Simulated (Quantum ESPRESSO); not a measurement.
# O K ELNES/XANES of CSO (Cm) from DFT, part 3 of 4

What does one-electron theory with a core hole give for the O K edge of CSO (Cm)?

Quantum ESPRESSO 7.5; X-ray absorption near-edge structure, plane-wave PAW LDA, one-electron final states by a Lanczos continued fraction.

So far. Step 2 (The field without a hole): The mesh shows a gap of 4.78 eV, so the hole is first treated in a charged cell, without the excited electron. Step 3 (Spectrum without a core hole, O atom 2): Main maxima below 24 eV (height): 0.4 eV (5.06), 3.6 eV (0.94), 5.1 eV (0.75), 12.4 eV (1.28), 14.8 eV (0.99) and 18.6 eV (0.87). A K edge sees empty p states on the absorber.

**8. Spectrum with FCH, O atom 2**

The Lanczos recursion gives the spectrum without computing empty bands; each polarisation needs a run of its own on the full k mesh. xe0 is set between filled and empty states, and states below it are cut. The file of filecore holds the core orbital, taken from the hole-free data set.

xspectra.in

```
&input_xspectra
   calculation='xanes_dipole', edge='K'
   prefix='x', outdir='tmp', xiabs=2, xe0=-0.6947
   xonly_plot=.false., x_save_file='xanes.sav'
   xniter=3000, xcheck_conv=20, xerror=0.005
   xcoordcrys=.false., xepsilon(1)=1, xepsilon(2)=0, xepsilon(3)=0
/
&plot
   xnepoint=413, xemin=-10, xemax=45, terminator=.true., cut_occ_states=.true.
   xgamma=0.4
/
&pseudos
   filecore='../O.wfc'
/
&cut_occ
   cut_desmooth=0.1, cut_stepl=0.05, cut_stepu=0.05, cut_ierror=1e-5
/
4 4 4 0 0 0
```

xspectra_1.in, as its differences from xspectra.in of step 8:

```diff
@@ -5,3 +5,3 @@
    xniter=3000, xcheck_conv=20, xerror=0.005
-   xcoordcrys=.false., xepsilon(1)=1, xepsilon(2)=0, xepsilon(3)=0
+   xcoordcrys=.false., xepsilon(1)=0, xepsilon(2)=1, xepsilon(3)=0
 /
```

xspectra_2.in, as its differences from xspectra_1.in of step 8:

```diff
@@ -5,3 +5,3 @@
    xniter=3000, xcheck_conv=20, xerror=0.005
-   xcoordcrys=.false., xepsilon(1)=0, xepsilon(2)=1, xepsilon(3)=0
+   xcoordcrys=.false., xepsilon(1)=0, xepsilon(2)=0, xepsilon(3)=1
 /
```

Command:

```console
$ OMP_NUM_THREADS=1 mpirun --oversubscribe --bind-to none -np 4 xspectra.x -nk 4 -in xspectra.in > xspectra.out
```

The program printed:

```text
     [... banner and references ...]
Reading input_file

     calculation: xanes_dipole

     xepsilon  [cartesian coordinates]:   1.000000   0.000000   0.000000

     xonly_plot: FALSE
        => complete calculation: Lanczos + spectrum plot

     filecore (core-wavefunction file): ../O.wfc

     main plot parameters:
        cut_occ_states: TRUE
        gamma_mode:  constant
        -> using xgamma [eV]:  0.40
        xemin [eV]: -10.00
        xemax [eV]:  45.00
        xnepoint:  413
        xe0 [eV]:  -0.694700 (energy zero read in input file)

     WARNING: variable ef_r is obsolete

                      Reading SCF save directory: x.save

     tmp/x.save/

     Exchange-correlation= PZ
                           (   1   1   0   0   0   0   0)

     G-vector sticks info

     negative rho (up, down):  3.904E-03 0.000E+00

                           Getting the Fermi energy

     From SCF save directory:
        ehomo [eV]:   -1.5556 (highest occupied level)
        elumo [eV]:    0.1661 (lowest occupied level)
        ef    [eV]:   -1.5556

     -> ef (in eV) will be written in x_save_file

                           Energy zero of the spectrum

     -> ef will NOT be used as energy zero of the spectrum
       (because xe0 read in input file)

     G-vector sticks info

     bravais-lattice index     =            0
     lattice parameter (alat)  =      11.2418  a.u.
     unit-cell volume          =    1582.2022 (a.u.)^3
     number of atoms/cell      =            9
     number of atomic types    =            4
     number of electrons       =        48.00
     number of Kohn-Sham states=           28
     kinetic-energy cutoff     =      50.0000  Ry
     charge density cutoff     =     400.0000  Ry
     Exchange-correlation= PZ
                           (   1   1   0   0   0   0   0)

     celldm(1)=  11.241840  celldm(2)=   0.000000  celldm(3)=   0.000000
     celldm(4)=   0.000000  celldm(5)=   0.000000  celldm(6)=   0.000000

     crystal axes: (cart. coord. in units of alat)
               a(1) = (  -0.717851   0.000000  -0.696197 )
               a(2) = (  -0.593671  -0.609835   0.696197 )
               a(3) = (  -0.593671   0.609835   0.696197 )

     reciprocal axes: (cart. coord. in units 2 pi/alat)
               b(1) = ( -0.762473  0.000000 -0.650187 )
               b(2) = ( -0.381236 -0.819894  0.393094 )
               b(3) = ( -0.381236  0.819894  0.393094 )

     ../pp/S.lda-nl-kjpaw.UPF
     Pseudo is Projector augmented-wave + core cor, Zval =  6.0
     Shape of augmentation charge: PSQ
     Using radial grid of 1151 points,  4 beta functions with:
                l(1) =   0
                l(2) =   0
                l(3) =   1
                l(4) =   1
     Q(r) pseudized with 0 coefficients

     ../pp/O.lda-n-kjpaw-1sch.UPF
     Pseudo is Projector augmented-wave + core cor, Zval =  7.0
     Shape of augmentation charge: PSQ
     Using radial grid of 1095 points,  4 beta functions with:
                l(1) =   0
[...]
Q(r) pseudized with 0 coefficients

     ../pp/O.lda-n-kjpaw.UPF
     Pseudo is Projector augmented-wave + core cor, Zval =  6.0
     Shape of augmentation charge: PSQ
     Using radial grid of 1095 points,  4 beta functions with:
[...]
Q(r) pseudized with 0 coefficients

     ../pp/C.lda-n-kjpaw.UPF
     Pseudo is Projector augmented-wave + core cor, Zval =  4.0
     Shape of augmentation charge: PSQ
     Using radial grid of 1073 points,  4 beta functions with:
[...]
l(2) =   0
                l(3) =   1
                l(4) =   1
     Q(r) pseudized with 0 coefficients

     atomic species   valence    mass     pseudopotential
     S                 6.00     1.00000     S ( 1.00)
     O0                7.00     1.00000     O ( 1.00)
     O                 6.00     1.00000     O ( 1.00)
     C                 4.00     1.00000     C ( 1.00)

      2 Sym. Ops. (no inversion) found

   Cartesian axes

[...]
k(    5) = (  -0.0953091  -0.2049736   0.0982735), wk =   0.0312500
[...]
k(   62) = (  -0.9530910  -0.4099472  -0.0945461), wk =   0.0312500
        k(   63) = (  -1.0484001  -0.2049736   0.0037274), wk =   0.0312500
        k(   64) = (  -1.1437092   0.0000000   0.1020010), wk =   0.0312500

     Dense  grid:   213851 G-vectors     FFT dimensions: (  72,  80,  80)

     Smooth grid:    75561 G-vectors     FFT dimensions: (  54,  60,  60)

     The potential is recalculated from file :
     tmp/x.save/charge-density

     negative rho (up, down):  3.904E-03 0.000E+00
     Starting wfcs are   36 atomic wfcs
     Checking if some PAW data can be deallocated...

               Reading core wavefunction file for the absorbing atom

     ../O.wfc successfully read

                              Attributing the PAW radii
                     for the absorbing atom [units: Bohr radius]

        PAW proj 1: r_paw(l= 0)= 1.95  (1.5*r_cut)
        PAW proj 2: r_paw(l= 0)= 1.95  (1.5*r_cut)
        PAW proj 3: r_paw(l= 1)= 2.03  (1.5*r_cut)
        PAW proj 4: r_paw(l= 1)= 2.03  (1.5*r_cut)

        NB: The calculation will not necessary use all these r_paw values.
            - For a edge in the electric-dipole approximation,
              only the r_paw(l=1) values are used.
            - For a K edge in the electric-quadrupole approximation,
              only the r_paw(l=2) values are used.

            - For a L2 or L3 edge in the electric-quadrupole approximation,

              all projectors (s, p and d) are used.

     init_gipaw_1: projectors nearly linearly dependent:
     ntyp =  4, l/n1/n2 =  1 2 1  0.99384611

                          Starting XANES calculation
                     in the electric dipole approximation

     Method of calculation based on the Lanczos recursion algorithm
        - STEP 1: Construction of a kpoint-dependent Lanczos basis,
          in which the Hamiltonian is tridiagonal (each 'iter'
          corresponds to the calculation of one more Lanczos vector)
        - STEP 2: Calculation of the cross-section as a continued fraction
          averaged over the k-points.

     ... Begin STEP 1 ...

        Radial transition matrix element(s) used in the calculation of the
        initial vector of the Lanczos basis (|tilde{phi}_abs> normalized)
        | For PAW proj. (l=1) #1: radial matrix element =   0.161351071
        | For PAW proj. (l=1) #2: radial matrix element =   0.207521030

NB: the    16 k-point are not all listed below because npool=  4
        |-------------------------------------------------------------
        ! k-point #     1:  (-0.0000,  0.0000,  0.0000),  0.0312,   1
        |-------------------------------------------------------------
 okvan= T
        |   Norm of the initial Lanczos vector: 0.11096975E+00
        |   Estimated error at iter     20:   0.99698286
        |   Estimated error at iter     40:   0.19805944
        |   Estimated error at iter     60:   0.18096789
        |   Estimated error at iter     80:   0.30435010
        |   Estimated error at iter    100:   0.26310080
[...]
!   => CONVERGED at iter    480 with error=  0.00370541
        |-------------------------------------------------------------
        ! k-point #     2:  (-0.0953,  0.2050,  0.0983),  0.0312,   1
        |-------------------------------------------------------------
 okvan= T
        |   Norm of the initial Lanczos vector: 0.11097678E+00
[...]
!   => CONVERGED at iter    500 with error=  0.00350162
        |-------------------------------------------------------------
     [... 13 further k-points ...]
        ! k-point #    16:  (-0.5719,  0.0000,  0.5896),  0.0312,   1
        |-------------------------------------------------------------
 okvan= T
        |   Norm of the initial Lanczos vector: 0.11097642E+00
[...]
|   Estimated error at iter    500:   0.00622418
        |   Estimated error at iter    520:   0.00948720
        |   Estimated error at iter    540:   0.01121327
        !   => CONVERGED at iter    560 with error=  0.00494803

     Results of STEP 1 successfully written in x_save_file
     x_save_file name:
     ->  xanes.sav
     x_save_file version:  2

     ... End STEP 1 ...

     ... Begin STEP 2 ...

     The spectrum is calculated using the following parameters:
        xe0 [eV]:   -0.6947
        the occupied states are elimintate from the spectrum
        xemin [eV]: -10.00
        xemax [eV]:  45.00
        xnepoint:  413
        constant broadening parameter [eV]:    0.400
        Core level energy [eV]:  -543.1
         (from electron binding energy of neutral atoms in X-ray data booklet)

     Cross-section successfully written in xanes.dat

     ... End STEP 2 ...

                                END JOB XSpectra
```

The job ended after 2.8 min (4 MPI ranks of Arm Neoverse V2, shared host; peak memory 0.16 GiB).

The O K spectrum, O atom 2, full core hole (charged cell) (energy from the lowest empty level; intensity scaled to a mean of 1 over the first 20 eV; the points at xe0, where the cut of filled states can leave a spike, are interpolated; polarised curves are means over the symmetry-equivalent atoms):

| E (eV) | isotropic | ε ∥ x | ε ∥ y | ε ∥ z |
| --- | --- | --- | --- | --- |
| -2.0 | 0.20 | 0.15 | 0.28 | 0.18 |
| -1.0 | 0.79 | 0.55 | 1.16 | 0.67 |
| 0.0 | 4.72 | 3.16 | 7.07 | 3.95 |
| 1.0 | 0.94 | 0.73 | 1.26 | 0.84 |
| 2.0 | 0.70 | 0.95 | 0.35 | 0.81 |
| 3.0 | 1.33 | 2.05 | 0.19 | 1.77 |
| 4.0 | 0.48 | 0.71 | 0.16 | 0.57 |
| 5.0 | 0.34 | 0.41 | 0.21 | 0.38 |
| 6.0 | 0.51 | 0.56 | 0.42 | 0.55 |
| 7.0 | 0.95 | 1.06 | 0.66 | 1.12 |
| 8.0 | 0.95 | 1.39 | 0.36 | 1.09 |
| 9.0 | 0.68 | 0.95 | 0.39 | 0.70 |
| 10.0 | 1.23 | 1.76 | 0.64 | 1.28 |
| 11.0 | 1.09 | 1.20 | 0.84 | 1.23 |
| 12.0 | 1.07 | 1.36 | 0.67 | 1.16 |
| 13.0 | 1.13 | 1.11 | 1.07 | 1.20 |
| 14.0 | 1.22 | 1.14 | 0.96 | 1.57 |
| 15.0 | 1.11 | 1.29 | 0.89 | 1.13 |
| 16.0 | 0.90 | 1.17 | 0.66 | 0.86 |
| 17.0 | 1.06 | 1.34 | 0.75 | 1.08 |
| 18.0 | 0.94 | 1.27 | 0.52 | 1.02 |
| 19.0 | 0.73 | 0.82 | 0.54 | 0.84 |
| 20.0 | 0.83 | 0.94 | 0.66 | 0.88 |
| 21.0 | 0.80 | 0.85 | 0.66 | 0.88 |
| 22.0 | 0.75 | 0.77 | 0.65 | 0.84 |
| 23.0 | 0.74 | 0.78 | 0.75 | 0.70 |
| 24.0 | 0.76 | 0.74 | 0.81 | 0.75 |
| 25.0 | 0.74 | 0.74 | 0.76 | 0.71 |
| 26.0 | 0.72 | 0.75 | 0.71 | 0.70 |
| 27.0 | 0.81 | 0.84 | 0.72 | 0.87 |
| 28.0 | 0.82 | 0.88 | 0.72 | 0.84 |
| 29.0 | 0.92 | 1.00 | 0.78 | 0.98 |
| 30.0 | 0.83 | 0.95 | 0.68 | 0.87 |
| 31.0 | 0.70 | 0.84 | 0.55 | 0.71 |
| 32.0 | 0.59 | 0.68 | 0.51 | 0.59 |

Main maxima below 24 eV (height): 0.1 eV (5.05), 2.8 eV (1.40), 7.6 eV (1.09), 10.2 eV (1.30), 14.1 eV (1.23) and 16.9 eV (1.06). 

The hole costs E(hole) − E(ground) = 536.25 eV, and the lowest empty level of the hole cell lies at 0.17 eV, which puts the zero at 536.42 eV. One term is added: -8.83 eV, since the hole is spin-paired here and a spin-polarised one costs that much less in the free atom (computed apart). The photon energy is then 527.59 eV. The functional and the charged cell's background leave an error in such absolute values: in the free atom LDA prices this hole 4.1 eV below PBE (computed apart), and PBE is itself good to a few eV.

**9. Another broadening**

The final state's lifetime shortens with energy, so measured features broaden above the edge; the saved Lanczos coefficients are redrawn with a width that grows.

xspectra_plot.in

```
&input_xspectra
   calculation='xanes_dipole', edge='K'
   prefix='x', outdir='tmp', xiabs=2, xe0=-0.6947
   xonly_plot=.true., x_save_file='xanes.sav'
   xniter=3000, xcheck_conv=20, xerror=0.005
   xcoordcrys=.false., xepsilon(1)=1, xepsilon(2)=0, xepsilon(3)=0
/
&plot
   xnepoint=413, xemin=-10, xemax=45, terminator=.true., cut_occ_states=.true.
   gamma_mode='variable', gamma_energy(1)=4, gamma_energy(2)=25, gamma_value(1)=0.3, gamma_value(2)=2.5
/
&pseudos
   filecore='../O.wfc'
/
&cut_occ
   cut_desmooth=0.1, cut_stepl=0.05, cut_stepu=0.05, cut_ierror=1e-5
/
4 4 4 0 0 0
```

Command:

```console
$ OMP_NUM_THREADS=1 xspectra.x -in xspectra_plot.in > xspectra_plot.out
```

The program printed:

```text
     [... banner and references ...]
Reading input_file
     -------------------------------------------------------------------------

     calculation: xanes_dipole

     xonly_plot: TRUE
        => only the spectrum plot

     main plot parameters:
        cut_occ_states: TRUE
        gamma_mode:  variable
        -> first, constant up to point ( 4.00, 0.30) [eV]
        -> then, linear up to point (25.00, 2.50) [eV]
        -> finally, constant up to xemax
        xemin [eV]: -10.00
        xemax [eV]:  45.00
        xnepoint:  413
[...]
xemin [eV]: -10.00
        xemax [eV]:  45.00
        xnepoint:  413
        energy-dependent broadening parameter:
         -> first, constant up to point ( 4.00, 0.30) [eV]
         -> then, linear up to point (25.00, 2.50) [eV]
         -> finally, constant up to xemax
        Core level energy [eV]:  -543.1
         (from electron binding energy of neutral atoms in X-ray data booklet)

     Cross-section successfully written in xanes.dat

     -------------------------------------------------------------------------
                                END JOB XSpectra
     -------------------------------------------------------------------------
[key lines of the parts left out:]
Fermi level [eV]:  -1.5556
```

It took 3.7 s on 1 MPI rank; peak memory 0.05 GiB.

With a Lorentzian half width 0.3 eV up to 4 eV, rising linearly to 2.5 eV at 25 eV (counted from xe0, 0.9 eV below the zero used here), the maxima are 0.1 eV (6.74), 2.6 eV (1.58), 7.6 eV (0.96) and 13.6 eV (1.08).

**10. Supercell with XCH, O atom 2**

The holes are 5.9 Å apart. The excited electron is kept in the cell, where it fills the lowest empty states and screens the hole.

Changed against the first core-hole run: core hole to XCH.

scf.in

```
&control
   calculation='scf', prefix='x', pseudo_dir='../pp', outdir='tmp', tprnfor=.true.
/
&system
   ibrav=0, nat=9, ntyp=4, nbnd=30
   ecutwfc=50, ecutrho=400
   occupations='smearing', smearing='gaussian', degauss=0.003
/
&electrons
   conv_thr=9.0e-08, electron_maxstep=120
   mixing_beta=0.5
/
ATOMIC_SPECIES
S 1.0 S.lda-nl-kjpaw.UPF
O0 1.0 O.lda-n-kjpaw-1sch.UPF
O 1.0 O.lda-n-kjpaw.UPF
C 1.0 C.lda-n-kjpaw.UPF
CELL_PARAMETERS angstrom
  -4.27044200 0.00000000 -4.14162300
  -3.53170600 -3.62786100 4.14162300
  -3.53170600 3.62786100 4.14162300
ATOMIC_POSITIONS crystal
S    0.45937700 0.22894100 0.22894100
S    0.12604367 0.56227433 0.56227433
S    0.79271033 0.89560767 0.89560767
O0   0.33202900 0.88422900 0.88422900
O    0.99869567 0.21756233 0.21756233
O    0.66536233 0.55089567 0.55089567
C    0.53029367 0.88931933 0.88931933
C    0.19696033 0.22265267 0.22265267
C    0.86362700 0.55598600 0.55598600
K_POINTS automatic
3 3 3 0 0 0
```

Command:

```console
$ OMP_NUM_THREADS=1 mpirun --oversubscribe --bind-to none -np 4 pw.x -nk 4 -in scf.in > scf.out
```

The program printed:

```text
     [... banner and references ...]
[banner, memory and clock lines left out]
using ibrav=0 with symmetry is DISCOURAGED, use correct ibrav instead

     G-vector sticks info

     bravais-lattice index     =            0
     lattice parameter (alat)  =      11.2418  a.u.
     unit-cell volume          =    1582.2022 (a.u.)^3
     number of atoms/cell      =            9
     number of atomic types    =            4
     number of electrons       =        49.00
     number of Kohn-Sham states=           30
     kinetic-energy cutoff     =      50.0000  Ry
     charge density cutoff     =     400.0000  Ry
     scf convergence threshold =      9.0E-08
     mixing beta               =       0.5000
     number of iterations used =            8  plain     mixing
     Exchange-correlation= SLA  PZ   NOGX NOGC
                           (   1   1   0   0   0   0   0)

     celldm(1)=  11.241840  celldm(2)=   0.000000  celldm(3)=   0.000000
     celldm(4)=   0.000000  celldm(5)=   0.000000  celldm(6)=   0.000000

     crystal axes: (cart. coord. in units of alat)
               a(1) = (  -0.717851   0.000000  -0.696197 )
               a(2) = (  -0.593671  -0.609835   0.696197 )
               a(3) = (  -0.593671   0.609835   0.696197 )

     reciprocal axes: (cart. coord. in units 2 pi/alat)
               b(1) = ( -0.762473  0.000000 -0.650187 )
               b(2) = ( -0.381236 -0.819894  0.393094 )
               b(3) = ( -0.381236  0.819894  0.393094 )

     ../pp/S.lda-nl-kjpaw.UPF
     Pseudo is Projector augmented-wave + core cor, Zval =  6.0
     Shape of augmentation charge: PSQ
     Using radial grid of 1151 points,  4 beta functions with:
[...]
estimated scf accuracy    <       0.00000020 Ry

     iteration # 12     ecut=    50.00 Ry     beta= 0.50
     Davidson diagonalization with overlap
     ethr =  4.05E-10,  avg # of iterations =  2.2

     negative rho (up, down):  4.041E-03 0.000E+00

     End of self-consistent calculation

          k =-0.0000 0.0000 0.0000 (  9423 PWs)   bands (ev):

   -27.1850 -22.9705 -22.9077 -15.3249 -15.2284 -15.0667 -11.9937  -9.6607
    -9.6549  -8.4070  -8.3554  -6.5916  -6.4971  -6.4586  -6.3253  -6.3050
    -6.1080  -6.0264  -2.8818  -2.8546  -2.2791  -2.2626  -2.1922  -2.1555
     2.2435   2.2437   2.8636   2.8896   2.9578   2.9586

     [... bands of 9 further k-points ...]

     the Fermi energy is     2.2568 ev

!    total energy              =    -377.06798613 Ry
     total all-electron energy =     -3023.970226 Ry
     estimated scf accuracy    <          8.2E-09 Ry
     smearing contrib. (-TS)   =      -0.00074058 Ry
     internal energy E=F+TS    =    -377.06724555 Ry

     The total energy is F=E-TS. E is the sum of the following terms:
     one-electron contribution =    -147.30080805 Ry
     hartree contribution      =      89.63701849 Ry
     xc contribution           =     -51.80766455 Ry
     ewald contribution        =     -98.29229149 Ry
     one-center paw contrib.   =    -169.30349995 Ry

     convergence has been achieved in  12 iterations

     negative rho (up, down):  4.041E-03 0.000E+00

     Forces acting on atoms (cartesian axes, Ry/au):

     atom    1 type  1   force =     0.00273874   -0.00000000    0.00161943
     atom    2 type  1   force =    -0.00033663    0.00000000   -0.00288701
     atom    3 type  1   force =     0.01984082   -0.00000000    0.01469162
[...]
atom    8 type  4   force =     0.02756811   -0.00000000    0.02284036
     atom    9 type  4   force =     0.02478488   -0.00000000    0.02656545

     Total force =     0.428387     Total SCF correction =     0.000097

     XML data file, charge density, pseudopotentials, collected wavefunctions
```

The job ended after 22 s (4 MPI ranks; peak memory 0.22 GiB; 90 s of CPU time).

Energy with the hole: -41143.211 eV, cores included.

**11. Excitation energy, O atom 2**

With the excited electron kept in the cell the system stays neutral, and the energy difference is an excitation energy by itself. In a small cell that electron takes up a good share of the lowest empty band, or all of one, which shifts the value from the true onset.

The total-energy difference is 537.52 eV. With the free-atom term of -8.83 eV for this edge, the photon energy is 528.69 eV.

(Continued in part 4 of 4.)

[Banner, clock and machine lines of the logs are left out without a mark of their own.]

[Logs are printed without paths, hosts, clocks, repeated set-up lines and the standing remarks that a program may print on its own settings, such as how far it seeks lower states.]

[Hosts, paths, dates, database ids (printed as entryN), source tags and the programs' standing remarks are cut or masked in the printed files.]

[Lists of maxima count a maximum above −3 eV only where it reaches 4 % of the highest in the window and stands out from its surroundings by 2 % of it (1.5 % where it reaches 55 %); shoulders and weaker maxima are passed over, and of the rest the first, up to two pre-edge ones and the few strongest are named.]
